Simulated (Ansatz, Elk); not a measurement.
**How far do independent atoms describe LaBe4Si?**

The structure of LaBe4Si used here is made up (a known structure type with other elements) and was relaxed beforehand with PBE. The aim is the Fourier transform of its all-electron density, F(hkl), set beside the sum over free spherical atoms that refinements use.

Program: Elk 11.2.3 (patched build). Level of theory: DFT, PBE, all-electron APW+lo, Dirac cores, scalar-relativistic bands, static density, no spin. Results are calculated unless marked as measured.

The structure was built from a prototype and need not be the compound's stable phase.

## Step 1: The starting structure

Symmetry: Cmmm, No. 65, orthorhombic system. The conventional cell has a = 4.825 Å, b = 9.100 Å, c = 3.733 Å, α = 90.00°, β = 90.00°, γ = 90.00°. Nearest to La lie 6 Be at 2.80 to 2.98 Å and 4 Si at 3.05 Å. Nearest to Si lie 8 Be at 2.56 to 2.58 Å and 4 La at 3.05 Å. Be has 6 Be at 2.28 to 2.41 Å and 2 Si at 2.58 Å nearest. Nearest to Be lie 6 Be at 2.28 to 2.63 Å and 2 Si at 2.56 Å and 3 La at 2.80 to 2.98 Å. Farther neighbours are not listed.

As a file:

```cif
data_structure
_symmetry_space_group_name_H-M 'P 1'
_symmetry_Int_Tables_number 1
_cell_length_a 5.1501
_cell_length_b 5.1501
_cell_length_c 3.7331
_cell_angle_alpha 90.000
_cell_angle_beta 90.000
_cell_angle_gamma 124.132
_cell_volume 81.96
loop_
_atom_site_label
_atom_site_type_symbol
_atom_site_fract_x
_atom_site_fract_y
_atom_site_fract_z
_atom_site_occupancy
La1 La 0.00000 0.00000 0.00000 1
Si2 Si 0.50000 0.50000 0.50000 1
Be3 Be 0.00000 0.50000 0.50000 1
Be4 Be 0.50000 0.00000 0.50000 1
Be5 Be 0.69257 0.30743 0.00000 1
Be6 Be 0.30743 0.69257 0.00000 1
```

## Step 2: Ground state and structure factors

An all-electron density is needed, since X-rays see the cores too. Task 0 finds the density and task 195 Fourier-transforms it; tshift is off so that phases refer to the origin typed.

The input, elk.in:

```
tasks
  0
  195

xctype
  20

spinpol
  .false.

rgkmax
  7.0

gmaxvr
  14.0

lmaxo
  7

lmaxapw
  8

swidth
  0.002

tshift
  .false.

ramdisk
  .false.

hmaxvr
  5.5

maxscl
  120

epspot
  1e-06

sppath
  './'

avec
  4.55910776185 -8.59825402093 0.00000000000
  4.55910776185 8.59825402093 0.00000000000
  0.00000000000 0.00000000000 7.05453315801

atoms
  3
  'La.in'
  1
  -0.0000000000 -0.0000000000 0.0000000000   0.000000 0.000000 0.000000
  'Si.in'
  1
  0.5000000000 0.5000000000 0.5000000000   0.000000 0.000000 0.000000
  'Be.in'
  4
  0.0000000000 0.5000000000 0.5000000000   0.000000 0.000000 0.000000
  0.5000000000 0.0000000000 0.5000000000   0.000000 0.000000 0.000000
  0.6925710322 0.3074289678 0.0000000000   0.000000 0.000000 0.000000
  0.3074289678 0.6925710322 0.0000000000   0.000000 0.000000 0.000000

ngridk
  5 5 6
```

Command:

```
> OMP_NUM_THREADS=4 elk
```

Numbers of over 12 decimals in the logs are rounded to 6 here.

Output:

```text
┌─────────────────────────┐
│ Elk code version 11.2.3 │
└─────────────────────────┘

All units are atomic (Hartree, Bohr, etc.)

┌─────────────────────────────────────────────────┐
│ Ground-state run starting from atomic densities │
└─────────────────────────────────────────────────┘

Lattice vectors :
   4.559107762      -8.598254021       0.000000000
   4.559107762       8.598254021       0.000000000
   0.000000000       0.000000000       7.054533158

Reciprocal lattice vectors :
  0.6890805872     -0.3653756502       0.000000000
  0.6890805872      0.3653756502      -0.000000000
  -0.000000000       0.000000000      0.8906592635

Unit cell volume      :    553.0805726
Brillouin zone volume :   0.4484883862

Muffin-tin inner radius fraction :   0.1000000000E-01

Nuclei treated as point charges

Species : 1 (La)
 parameters loaded from : La.in
 name : lanthanum
 nuclear charge    :   -57.00000000
 electronic charge :    57.00000000
 atomic mass :    253209.2366
 muffin-tin radius :    2.800000000
 number of radial points in muffin-tin :   1393
 inner part over the whole radius :   0.9924947902E-02
 number on inner part of muffin-tin    :    996
 approximate nuclear radius :   0.9226798129E-04
 number of mesh points to nuclear radius :    505
 atomic positions (lattice), magnetic fields (Cartesian) :
  1 :   0.00000000  0.00000000  0.00000000    0.00000000  0.00000000  0.00000000

Species : 2 (Si)
 parameters loaded from : Si.in
 name : silicon
 nuclear charge    :   -14.00000000
 electronic charge :    14.00000000
 atomic mass :    51196.73458
 muffin-tin radius :    2.200000000
 number of radial points in muffin-tin :    793
 inner part over the whole radius :   0.9899632250E-02
 number on inner part of muffin-tin    :    553
 approximate nuclear radius :   0.5963282101E-04
 number of mesh points to nuclear radius :    246
 atomic positions (lattice), magnetic fields (Cartesian) :
  1 :   0.50000000  0.50000000  0.50000000    0.00000000  0.00000000  0.00000000

Species : 3 (Be)
 parameters loaded from : Be.in
 name : beryllium
 nuclear charge    :   -4.000000000
 electronic charge :    4.000000000
 atomic mass :    16428.20280
 muffin-tin radius :    1.800000000
 number of radial points in muffin-tin :    593
 inner part over the whole radius :   0.9826427374E-02
 number on inner part of muffin-tin    :    403
 approximate nuclear radius :   0.4290726161E-04
 number of mesh points to nuclear radius :    156
 atomic positions (lattice), magnetic fields (Cartesian) :
  1 :   0.00000000  0.50000000  0.50000000    0.00000000  0.00000000  0.00000000
  2 :   0.50000000  0.00000000  0.50000000    0.00000000  0.00000000  0.00000000
  3 :  -0.30742897  0.30742897  0.00000000    0.00000000  0.00000000  0.00000000
  4 :   0.30742897 -0.30742897  0.00000000    0.00000000  0.00000000  0.00000000

Total number of atoms per unit cell :    6
Total muffin-tin volume :    234.2706586
 ratio of muffin-tin to unit cell volume :   0.4235741955

Spin treatment :
 spin-unpolarised

Number of Bravais lattice symmetries :    8
Number of crystal symmetries         :    8
Crystal has inversion symmetry
Real symmetric eigensolver will be used

k-point grid :      5     5     6
k-point offset :    0.000000000       0.000000000       0.000000000
k-point set is reduced with full crystal symmetry group
Total number of k-points :       36

Muffin-tin radius times maximum |G+k| :    7.000000000
 using average radius
Maximum |G+k| for APW functions       :    3.442622951
Maximum (1/2)|G+k|²                   :    5.925826391
Maximum |G| for potential and density :    14.00000000
Constant for pseudocharge density :   10
 order of it for each species :   17  17  17
 order of it for pair densities of each species (exact exchange by exxq0 0: 18) :   17  11   6
Radial integration step length :    1

G-vector grid sizes :     45    45    32
Number of G-vectors :    25677

Maximum angular momentum used for
 APW functions            :    8
 outer part of muffin-tin :    7
[...]
total energy                :     -8851.1806333792

Density of states at Fermi energy :    58.33942534
 (states/Hartree/unit cell)

Estimated indirect band gap :   0.1138261927E-02
 from k-point 3 to k-point 6
Estimated direct band gap   :   0.5753288519E-02
 at k-point 3

Charges :
 core                        :    64.00000000
 valence                     :    23.00000000
 interstitial                :    8.991714642
 muffin-tins (core leakage)
  species : 1 (La)
[...]
species : 2 (Si)
[...]
species : 3 (Be)
[...]
total in muffin-tins        :    78.00828536
 total calculated charge     :    86.99384582
 total charge                :    87.00000000
 error                       :   0.6154179929E-02

RMS change in Kohn-Sham potential (target) :    5.727241235     (  0.1000000000E-05)
Absolute change in total energy (target)   :    3.357948896     (  0.1000000000E-03)

[... loops 3 to 13 left out ...]

┌──────────────────┐
│ Loop number : 14 │
└──────────────────┘

Energies :
 Fermi                       :     0.300206
 sum of occupied eigenvalues :     -5424.5307420208
 electron kinetic            :      9443.2802552189
 core electron kinetic       :      9378.7018817847
 Coulomb                     :     -18053.416523911
 Coulomb potential           :     -14559.313261288
 nuclear-nuclear             :     -739.83226052966
 electron-nuclear            :     -20078.378601359
 Hartree                     :      2764.7943379779
 Madelung                    :     -10773.759893267
 xc potential                :     -308.49773595146
 exchange                    :     -232.40968875147
 correlation                 :     -4.250318
 electron entropic           :    -0.82837924802507E-03
 total energy                :     -8846.7971036051

Density of states at Fermi energy :    63.91121447
 (states/Hartree/unit cell)

Estimated indirect band gap :   0.5677222865E-03
 from k-point 6 to k-point 31
Estimated direct band gap   :   0.9357108903E-03
 at k-point 6

Charges :
 core                        :    64.00000000
 valence                     :    23.00000000
 interstitial                :    8.911043054
 muffin-tins (core leakage)
  species : 1 (La)
[...]
species : 2 (Si)
[...]
species : 3 (Be)
[...]
total in muffin-tins        :    78.08895695
 total calculated charge     :    86.99398596
 total charge                :    87.00000000
 error                       :   0.6014041682E-02

RMS change in Kohn-Sham potential (target) :   0.4927995665E-06 (  0.1000000000E-05)
Absolute change in total energy (target)   :   0.3193932207E-04 (  0.1000000000E-03)

Convergence targets achieved

┌──────────────────┐
│ Loop number : 15 │
└──────────────────┘

Energies :
 Fermi                       :     0.300206
 sum of occupied eigenvalues :     -5424.5307405383
 electron kinetic            :      9443.2802539529
 core electron kinetic       :      9378.7018801066
 Coulomb                     :     -18053.416522552
 Coulomb potential           :     -14559.313259484
 nuclear-nuclear             :     -739.83226052966
 electron-nuclear            :     -20078.378600527
 Hartree                     :      2764.7943385044
 Madelung                    :     -10773.759892810
 xc potential                :     -308.49773500681
 exchange                    :     -232.40968872080
 correlation                 :     -4.250318
 electron entropic           :    -0.82837919760892E-03
 total energy                :     -8846.7971034829

Density of states at Fermi energy :    63.91120636
 (states/Hartree/unit cell)

Estimated indirect band gap :   0.5677280259E-03
 from k-point 6 to k-point 31
Estimated direct band gap   :   0.9357080805E-03
 at k-point 6

Charges :
 core                        :    64.00000000
 valence                     :    23.00000000
 interstitial                :    8.911043055
 muffin-tins (core leakage)
  species : 1 (La)
[...]
species : 2 (Si)
[...]
species : 3 (Be)
[...]
atom 2                    :    2.768919754     (  0.1136809849E-02)
   atom 3                    :    2.770335828     (  0.1138025441E-02)
   atom 4                    :    2.770335828     (  0.1138025441E-02)
 total in muffin-tins        :    78.08895694
 total calculated charge     :    86.99398596
 total charge                :    87.00000000
 error                       :   0.6014041541E-02

┌──────────────────────────────┐
│ Self-consistent loop stopped │
└──────────────────────────────┘

Warning : core states of species 1 leak from the muffin-tin :   0.2244808995E-03

Warning : core states of species 2 leak from the muffin-tin :   0.1336286318E-02

Warning : core states of species 3 leak from the muffin-tin :   0.1138025441E-02

Wrote STATE.OUT
```

The job ended after 24 s (4 threads of Arm Neoverse V2, shared host; peak memory 0.19 GiB).

SFACRHO.OUT:

```text

h k l indices transformed by vhmat matrix:
   1.000000000       0.000000000       0.000000000    
   0.000000000       1.000000000       0.000000000    
   0.000000000       0.000000000       1.000000000    

      h      k      l  multipl.   |H|            Re(F)            Im(F)           |F|

      0      0      0      1   0.0000000       86.999999     -0.18183190E-17   86.999999    
      1     -1      0      2  0.73075130       52.647776      -0.0000000       52.647776    
      0     -1      0      4  0.77995604       37.133694     -0.14391628E-14   37.133694    
      0      0      1      2  0.89065926       38.413113      0.13856228E-14   38.413113    
     -1      1      1      4   1.1520726       37.815243      0.71958139E-15   37.815243    
     -1      0      1      8   1.1838941       55.198058      0.26384651E-14   55.198058    
      1     -2      0      4   1.2947302       39.488070      0.28783256E-14   39.488070    
      1      1      0      2   1.3781612       54.160836     -0.75621833E-15   54.160836    
      2     -2      0      2   1.4615026       57.948571      0.23986046E-15   57.948571    
      2      0      0      4   1.5599121       52.913842     -0.40776279E-14   52.913842    
      2     -1      1      8   1.5714962       55.285195      0.47972093E-15   55.285195    
     -1     -1      1      4   1.6409150       40.840089     -0.16707679E-14   40.840089    
     -2      2      1      4   1.7115092       29.809375      0.14391628E-14   29.809375    
      0      0      2      2   1.7813185       56.508878     -0.27495581E-14   56.508878    
      2      0     -1      8   1.7962738       26.375332     -0.47972093E-15   26.375332    
      1     -1     -2      4   1.9253813       42.194671      0.21587442E-14   42.194671    
      0     -1      2      8   1.9445892       30.228390     -0.31181860E-14   30.228390    
     -2      3      0      4   1.9525154       28.027514      0.22786744E-14   28.027514
```

Elk indexes on the primitive cell of elk.in and gives |H| = 4π sin θ/λ in inverse bohr. Below, one row stands for each form hkl of the conventional cell (m members, Friedel mates merged), F is for one primitive cell and the density is static (no thermal factor). Free-atom factors are Waasmaier and Kirfel's, and R is Σm||F|−|F'||/Σm|F|.

```csv
hkl,m,sin θ/λ (Å⁻¹),"abs F, DFT",neutral atoms,diff.
020,2,0.110,52.648,52.854,-0.207
110,4,0.117,37.134,37.112,+0.021
001,2,0.134,38.413,38.428,-0.015
021,4,0.173,37.815,37.877,-0.062
111,8,0.178,55.198,55.215,-0.017
130,4,0.195,39.488,39.487,+0.001
200,2,0.207,54.161,54.291,-0.131
040,2,0.220,57.949,57.669,+0.280
220,4,0.235,52.914,53.039,-0.125
131,8,0.236,55.285,55.281,+0.004
201,4,0.247,40.840,40.709,+0.132
041,4,0.257,29.809,29.714,+0.096
002,2,0.268,56.509,56.700,-0.192
221,8,0.270,26.375,26.097,+0.278
```

## Step 3: The highest occupied states alone

An energy window below the Fermi level keeps the highest occupied states, to see at which angles they scatter; shallow core shells can lie inside it and anion s states outside. No new self-consistency is needed.

elk.in, as its differences from that of step 2:

```diff
@@ -1,3 +1,2 @@
 tasks
-  0
   195
@@ -40,2 +39,5 @@
 
+wsfac
+  -0.251030 0.600210
+
 sppath
```

Command:

```
> OMP_NUM_THREADS=4 elk
```

Output:

```text
┌─────────────────────────────────┐
│ Elk code version 11.2.3 started │
└─────────────────────────────────┘

Info(readinput): the functional depends on the density's gradient
 muffin-tin radial points multiplied by    2.00000
 (not where nrmtscf is given)

┌────────────────────┐
│ Current task : 195 │
└────────────────────┘

Info(sfacrho): density structure factors written to SFACRHO.OUT

 Energy window :  -0.2510300000      0.6002100000

┌──────────────────┐
│ Elk code stopped │
└──────────────────┘
```

It took 8.2 s on 4 threads; peak memory 0.17 GiB; 10 s of CPU time.

States within 15 eV below the Fermi level hold 15.00 electrons; any levels below the window count with the cores. Their amplitudes can exceed the total, where window and core parts have opposite phase:

```csv
hkl,sin θ/λ (Å⁻¹),"abs F, window","abs F, all"
020,0.110,0.788,52.648
110,0.117,1.877,37.134
001,0.134,1.145,38.413
021,0.173,0.475,37.815
111,0.178,0.761,55.198
130,0.195,0.049,39.488
200,0.207,0.485,54.161
040,0.220,0.976,57.949
220,0.235,0.241,52.914
131,0.236,0.415,55.285
```

## Step 4: Another functional

The difference from free atoms is small, so it is set against the change that LDA (Perdew-Wang) makes.

elk.in, as its differences from that of step 3:

```diff
@@ -1,2 +1,3 @@
 tasks
+  0
   195
@@ -4,3 +5,3 @@
 xctype
-  20
+  3
 
@@ -39,5 +40,2 @@
 
-wsfac
-  -0.251030 0.600210
-
 sppath
```

Command:

```
> OMP_NUM_THREADS=4 elk
```

Output:

```text
┌─────────────────────────┐
│ Elk code version 11.2.3 │
└─────────────────────────┘

All units are atomic (Hartree, Bohr, etc.)

┌─────────────────────────────────────────────────┐
│ Ground-state run starting from atomic densities │
└─────────────────────────────────────────────────┘

Lattice vectors :
   4.559107762      -8.598254021       0.000000000
   4.559107762       8.598254021       0.000000000
   0.000000000       0.000000000       7.054533158

Reciprocal lattice vectors :
  0.6890805872     -0.3653756502       0.000000000
[...]
atom 4                    :    2.776366313     (  0.1239533117E-02)
 total in muffin-tins        :    78.14239013
 total calculated charge     :    86.99354990
 total charge                :    87.00000000
 error                       :   0.6450104639E-02

┌──────────────────────────────┐
│ Self-consistent loop stopped │
└──────────────────────────────┘

Warning : core states of species 1 leak from the muffin-tin :   0.2251010191E-03

Warning : core states of species 2 leak from the muffin-tin :   0.1364108162E-02

Warning : core states of species 3 leak from the muffin-tin :   0.1239533117E-02

Wrote STATE.OUT
[key lines of the parts left out:]
total energy                :     -8838.7445453707
```

The job ended after 16 s (4 threads; peak memory 0.17 GiB; 49 s of CPU time).

Against the first run R = 0.06 %; the largest change is -0.066 at 004.

## Step 5: Basis size

A smaller basis shows how fast F responds to it; the change is likely larger than the basis error of the first run, but doesn't show convergence.

elk.in, as its differences from that of step 4:

```diff
@@ -5,3 +5,3 @@
 xctype
-  3
+  20
 
@@ -11,3 +11,3 @@
 rgkmax
-  7.0
+  5.5
```

Command:

```
> OMP_NUM_THREADS=4 elk
```

Output:

```text
┌─────────────────────────┐
│ Elk code version 11.2.3 │
└─────────────────────────┘

All units are atomic (Hartree, Bohr, etc.)

┌─────────────────────────────────────────────────┐
│ Ground-state run starting from atomic densities │
└─────────────────────────────────────────────────┘

Lattice vectors :
   4.559107762      -8.598254021       0.000000000
   4.559107762       8.598254021       0.000000000
   0.000000000       0.000000000       7.054533158

Reciprocal lattice vectors :
  0.6890805872     -0.3653756502       0.000000000
[...]
atom 4                    :    2.766446793     (  0.1136927048E-02)
 total in muffin-tins        :    78.07129404
 total calculated charge     :    86.99395132
 total charge                :    87.00000000
 error                       :   0.6048678155E-02

┌──────────────────────────────┐
│ Self-consistent loop stopped │
└──────────────────────────────┘

Warning : core states of species 1 leak from the muffin-tin :   0.2246602670E-03

Warning : core states of species 2 leak from the muffin-tin :   0.1335984258E-02

Warning : core states of species 3 leak from the muffin-tin :   0.1136927048E-02

Wrote STATE.OUT
[key lines of the parts left out:]
total energy                :     -8846.7931227128
```

Run time: 18 s. Hardware: 4 threads; peak memory 0.17 GiB; 43 s of CPU time.

Against the first run R = 0.01 %; the largest change is +0.009 at 152.

## Step 6: Settings against the effect

```csv
run,R against the first run (%),"R against neutral atoms, low angle (%)",wall time
"PBE, rgkmax 7",0.00,0.25,24 s
LDA (Perdew-Wang),0.06,0.24,16 s
rgkmax 5.5,0.01,0.26,18 s
```

## Step 7: Summary of results

```
R against neutral atoms, sin θ/λ < 0.3 Å⁻¹ : 0.25 %
R against neutral atoms, 0.3 to 0.68 Å⁻¹   : 0.12 %
```

Independent neutral atoms miss the calculated amplitudes by R = 0.25 % below 0.3 Å⁻¹ and 0.12 % from there to 0.68 Å⁻¹; by shells, 0.16 % below 0.15 Å⁻¹ (3 forms), 0.26 % 0.15 to 0.3 (14 forms), 0.05 % 0.3 to 0.45 (33 forms), 0.14 % above 0.45 (99 forms). Bonding, aspherical density and the tables' own atoms all enter these figures, and the runs don't part them. The largest change of an amplitude is +0.28 electrons, at 040. The window's part falls from 15.0 electrons at the origin to at most 0.17 between 0.45 and 0.68 Å⁻¹. Below 0.3 Å⁻¹ the changes that finished (LDA (Perdew-Wang) and rgkmax 5.5) move F by R = 0.02 % at most, against the 0.25 % that separates it from free atoms. The k-mesh has no finished test. Part of the difference isn't bonding: the tables are fits to free atoms and ions calculated by other methods than this functional. Thermal motion, anomalous dispersion and extinction are left out.

[Logs are printed without paths, hosts, clocks, repeated set-up lines and the standing remarks that a program may print on its own settings, such as how far it seeks lower states.]

[Hosts, paths, dates, database ids (printed as entryN), source tags and the programs' standing remarks are cut or masked in the printed files.]
